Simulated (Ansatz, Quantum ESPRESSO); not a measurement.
# TlSi3 (Pm-3m): zone-centre phonons, part 3 of 3

Aim: the zone-centre modes of TlSi3 (Pm-3m).

Quantum ESPRESSO 7.5; DFT LDA, scalar-relativistic, plane waves, PseudoDojo norm-conserving pseudopotentials.

So far. Step 5 (Linear response at Γ): The acoustic modes at Γ come out as far as 0.9 cm⁻¹ from zero, where they should vanish, a small numerical error. The lowest optical mode is imaginary, 179i cm⁻¹, an instability at this level and on this k mesh. Step 6 (Modes with the sum rule): The rule moves no optical mode by more than 0.1 cm⁻¹.

The structure was built from a prototype and need not be the compound's stable phase.

### Step 9. The same in Ansatz

The same cell goes through another code at the same cutoff. The files are of one family, but Ansatz's library holds files of its own making for some heavy elements, so those for Tl may differ. Its k mesh is centred on Γ.

This step: DFT LDA, scalar-relativistic, plane waves, norm-conserving pseudopotentials of its library (PseudoDojo's, some remade) (Ansatz 0.2.0).

The input, input.yaml:

```yaml
crystal:
  lattice:
    - [4.1755935891, 0.0, 0.0]
    - [0.0, 4.1755935891, 0.0]
    - [0.0, 0.0, 4.1755935891]
  atoms:
    - { symbol: Tl, position: [0.0, 0.0, 0.0] }
    - { symbol: Si, position: [0.0, 0.5, 0.5] }
    - { symbol: Si, position: [0.5, 0.0, 0.5] }
    - { symbol: Si, position: [0.5, 0.5, 0.0] }
kpoints:
  mp_grid: { grid: [8, 8, 8] }
hamiltonian:
  xc: lda
  pseudopotentials: { kind: nc, accuracy: standard }
scf:
  occupations: { method: cold, width: 0.27211 }
output:
  eigenvalues: true
basis:
  ecutwfc: 843.553
phonons:
  method: dfpt
```

On the command line:

```console
> ansatz run input.yaml --threads 4 --pin off --max-ram 8192MiB --backend cpu --events-out ev --progress --plain --runs-dir out
```

What it wrote:

```text
zone centre: on kpoints.mp_grid the ground state, and the responses unless they are solved on pairs of k-points, stand on 125 of the mesh's 512 k-points, reduced under 8 symmetry operations, with k and −k counted as one. Each operation leaves every solved displacement unchanged or reverses it
Engine: ansatz 0.2.0, x86_64-unknown-linux-gnu
Pseudopotentials: kind: nc
Pseudopotential: Tl, nc, valence charge 13, recommended cutoff 843.552974 eV (normal), Tl.nc.azcp (PseudoDojo's, or run here from an input of PseudoDojo's; its table is named by hamiltonian.pseudopotentials.accuracy)
Pseudopotential: Si, nc, valence charge 4, recommended cutoff 435.38218 eV (normal), Si.nc.azcp (PseudoDojo's, or run here from an input of PseudoDojo's; its table is named by hamiltonian.pseudopotentials.accuracy)
Functional definition: SPW92
  exchange = slater_x
  correlation = pw_c
Crystal: 4 atoms, lattice volume = 72.804 Å³
Basis set: ecut = 843.553 eV, 3959 PW (Γ), exchange–correlation on 80×80×80 points (8 copies of the dense FFT grid, shifted against one another)
Bands: 17, of which v1, the nominal top of the filled ones, is band 13 counted from 1 (12 counted from 0)
Symmetry: 48 space group operations
k-points: 125 of 512 (irreducible under 8 space group operations)
Non-local potential: Tl, projectors of the file, l = 0: 2, l = 1: 2, l = 2: 2
Non-local potential: Si, projectors of the file, l = 0: 2, l = 1: 2, l = 2: 2
Initial density: superposition of atomic densities (chi_scale 0.1, normalization cell, long waves kept (reshape's long-wave potential 0.00 eV rms))
Initial wavefunctions: pseudopotential atomic-orbital guess
Functional: x = slater, c = lda
SCF iter   1: F=—  HF=-1996.295291 eV  |F-HF|=—  |Δ(HF+E_count)|=         —  Δρ=1.53e-2  dr2=1.94e-1  ethr=3.10e-3  ⟨swp⟩=6.6  Hψ=25596  notcnv=0
automatic band count: the SCF goes on with 21 bands, as 17 were too few: they end inside the smearing window of the response
preconditioner: auto → Kerker (q_TF=auto, 2.283 Å⁻¹)  [metal: Δε(μ)=0.055 eV  Ē_g=11.666 eV  σ=0.272 eV  W_gap=0.14  n_scr=18 (ndim 8)  ℏωp=21.8 eV  f_vac=0.000  D(μ)=2.29/eV (n_scr^D=18)]
SCF iter   2: F=—  HF=-1996.244161 eV  |F-HF|=—  |Δ(HF+E_count)|=   5.11e-2  S|Δr|=    0.00e0  Δρ=9.10e-3  dr2=6.59e-2  ethr=7.77e-4  ⟨swp⟩=1.0  Hψ=3625  notcnv=0
SCF iter   3: F=—  HF=-1996.218961 eV  |F-HF|=—  |Δ(HF+E_count)|=   2.52e-2  S|Δr|=    0.00e0  Δρ=1.42e-3  dr2=1.06e-3  ethr=2.64e-4  ⟨swp⟩=3.0  Hψ=4134  notcnv=0
SCF iter   4: F=—  HF=-1996.218559 eV  |F-HF|=—  |Δ(HF+E_count)|=   4.02e-4  S|Δr|=    0.00e0  Δρ=2.69e-4  dr2=2.42e-5  ethr=4.26e-6  ⟨swp⟩=2.9  Hψ=4289  notcnv=0
SCF iter   5: F=—  HF=-1996.218553 eV  |F-HF|=—  |Δ(HF+E_count)|=   6.80e-6  S|Δr|=    0.00e0  Δρ=3.59e-5  dr2=6.37e-7  ethr=9.67e-8  ⟨swp⟩=2.1  Hψ=3126  notcnv=0
SCF iter   6: F=—  HF=-1996.218551 eV  |F-HF|=—  |Δ(HF+E_count)|=   2.07e-6  S|Δr|=    0.00e0  Δρ=4.36e-6  dr2=1.45e-8  ethr=2.55e-9  ⟨swp⟩=2.5  Hψ=3816  notcnv=0
SCF iter   7: F=—  HF=-1996.218551 eV  |F-HF|=—  |Δ(HF+E_count)|=   1.65e-9  S|Δr|=    0.00e0  Δρ=5.84e-7  dr2=2.70e-10  ethr=5.81e-11  ⟨swp⟩=2.7  Hψ=3836  notcnv=0
SCF iter   8: F=-1996.218551 eV  HF=-1996.218551 eV  |F-HF|=6.82e-13  |Δ(HF+E_count)|=  2.27e-13  S|Δr|=    0.00e0  Δρ=5.79e-8  dr2=2.43e-12  ethr=1.00e-12  ⟨swp⟩=12.6  Hψ=17811  notcnv=0
SCF 1 converged in 8 iterations: F = -1996.218551 eV  dr2 = 2.43e-12
DFPT response loops at Γ: preconditioner auto → Kerker (q_TF=auto, 2.283 Å⁻¹) (partly filled bands, converged f_vac=0.000); β = 1.00, the filter's whole step (`scf.mixing.beta` (0.50) is not read by the response loops under this deck's `scf.mixing.preconditioner`; to damp them name `kerker` or `kerker_dos`, under which they read `scf.mixing.beta`, and type it under 1.00, their step now; both keys bind the ground state too); Broyden in place of MSR1
SCF converged after 8 iterations
Stability not checked: this state was not tested for a lower state beside it, because cold or Methfessel-Paxton smearing, or corrected tetrahedra, fill the levels in a way that the test cannot read (fill_not_monotonic; see scf.lower_state_search)
Free energy (F): -1996.218551 eV
Harris-Foulkes:  -1996.218551 eV  (|F-HF|=6.82e-13)
Internal energy: -1996.217900 eV  (E = F + TS)
E sigma→0 (E₀):  -1996.218334 eV
Entropy (-TS):   -0.000650 eV (-0.163 meV/atom)
Fermi energy:    10.397472 eV
--- Per-component energies (eV) ---
  E_band       = 67.209808
  E_kinetic    = 973.130602
  E_local      = -990.473096  (includes V_loc(G=0)·N_el)
  E_nonlocal   = -230.057728
  E_hartree    = 364.485703
  E_xc         = -641.882029
  E_vxc        = -414.361344  (∫ρ·V_xc dr)
  E_ewald      = -1471.421352
  E_smearing   = -0.000650  (= −TS)
  E_closure    = 0.000000  (closes the sum)
  Σ components = -1996.218551   (vs F -1996.218551, Δ=0.00e0)
--- Band table (eV; the first three rows and the last of 125) ---
  k-point 0: bands = [... 9 lower, 6.2484, 6.2484, 6.7748, 12.5158, 12.5158, 12.5158, 14.4151, 14.4151, ... 4 higher]
  k-point 1: bands = [... 9 lower, 6.4048, 6.6602, 8.5073, 12.1177, 12.1590, 12.1590, 13.4042, 13.9187, ... 4 higher]
  k-point 2: bands = [... 9 lower, 6.8623, 6.9634, 10.7470, 11.0252, 11.0252, 11.3731, 11.9361, 13.9841, ... 4 higher]
  k-point 124: bands = [... 9 lower, 4.7800, 4.9819, 4.9819, 4.9819, 16.5529, 16.5529, 16.5529, 16.9048, ... 4 higher]
--- Phonons (Γ-DFPT): 3 representative perturbations + reference, on 125 of 512 k-points (Σ response iterations 9) ---
  k mesh reduced under 8 symmetry operations, with k and −k counted as one. Each operation leaves every solved displacement unchanged or reverses it
  ASR residual: 7.223e-5 → 0.000e0 eV/Å²; symmetrization residual: 6.839e-6 eV/Å²
  ASR residual per site (eV/Å²): 7.22e-5 7.04e-6 7.04e-6 7.04e-6
  Γ frequencies (cm⁻¹): -179.05 -179.05 -179.05 -98.14 -98.14 -98.14 0.00 0.00 0.00 184.06 184.06 184.06
  non-analytic LO–TO correction: not included (Born effective charges unavailable; polar crystals: no LO–TO splitting at Γ)
```

Run time: 21 s. Hardware: 4 threads of Intel Xeon 6975P-C (Granite Rapids), shared host; peak memory 1.7 GiB; 78 s of CPU time.

This step gave:

```
sum-rule residual before enforcement : 7.22e-5 eV/Å²
```

### Step 10. Side by side: QE PseudoDojo and Ansatz, library NC

Worked out from the results:

```
root-mean-square difference : 0.01 cm⁻¹
largest difference          : 0.01 cm⁻¹
```

Frequencies side by side, by row:

```tsv
q (reciprocal lattice)	mode	QE PseudoDojo (cm⁻¹)	Ansatz, library NC (cm⁻¹)
0 0 0	1	-179.1	-179.1
0 0 0	2	-179.1	-179.1
0 0 0	3	-179.1	-179.1
0 0 0	4	-98.15	-98.14
0 0 0	5	-98.15	-98.14
0 0 0	6	-98.15	-98.14
0 0 0	7	0	0
0 0 0	8	0	0
0 0 0	9	0	0
0 0 0	10	184.1	184.1
0 0 0	11	184.1	184.1
0 0 0	12	184.1	184.1
```

At the zone centre the largest difference (acoustic modes at Γ apart) is 0.005 % of the highest mode.

### Step 11. Results

```json
{
  "space group after relaxation": "Pm-3m",
  "volume per atom": "18.2 Å³",
  "highest optical zone-centre mode (no LO-TO term)": "184.1 cm⁻¹",
  "lowest optical zone-centre mode": "-179.1 cm⁻¹",
  "imaginary optical modes at the zone centre (no q mesh in this session)": "yes",
  "largest difference from Ansatz, library NC": "0.01 cm⁻¹"
}
```

In words: At the LDA level the optical modes of TlSi3 (Pm-3m) at the zone centre run from 179i to 184 cm⁻¹, so the structure is a saddle point, with 6 modes beyond 10i cm⁻¹ there. Of the 9 optical modes, 6 are infrared active alone and 3 are silent. QE PseudoDojo and Ansatz, library NC agree to 0.01 cm⁻¹ (0.005 % of the highest mode compared) on all solved modes but the acoustic ones at Γ, without the LO-TO term. These are harmonic frequencies at zero temperature: anharmonic shifts and linewidths and thermal expansion are left out. Spin-orbit coupling is left out, which can matter for the heavy elements here. In a metal the frequencies hang on the k mesh and the smearing, most of all near Kohn anomalies. The runs are without spin polarisation, although the cell has an odd electron count or an open d or f shell, so a magnetic state was not tested. The structure is a hypothetical one, built on a prototype.

[Host names and launcher messages were left out of these logs when they were recorded.]

[Logs are printed without paths, hosts, clocks, repeated set-up lines and the standing remarks that a program may print on its own settings, such as how far it seeks lower states.]

[Hosts, paths, dates, database ids (printed as entryN), source tags and the programs' standing remarks are cut or masked in the printed files.]
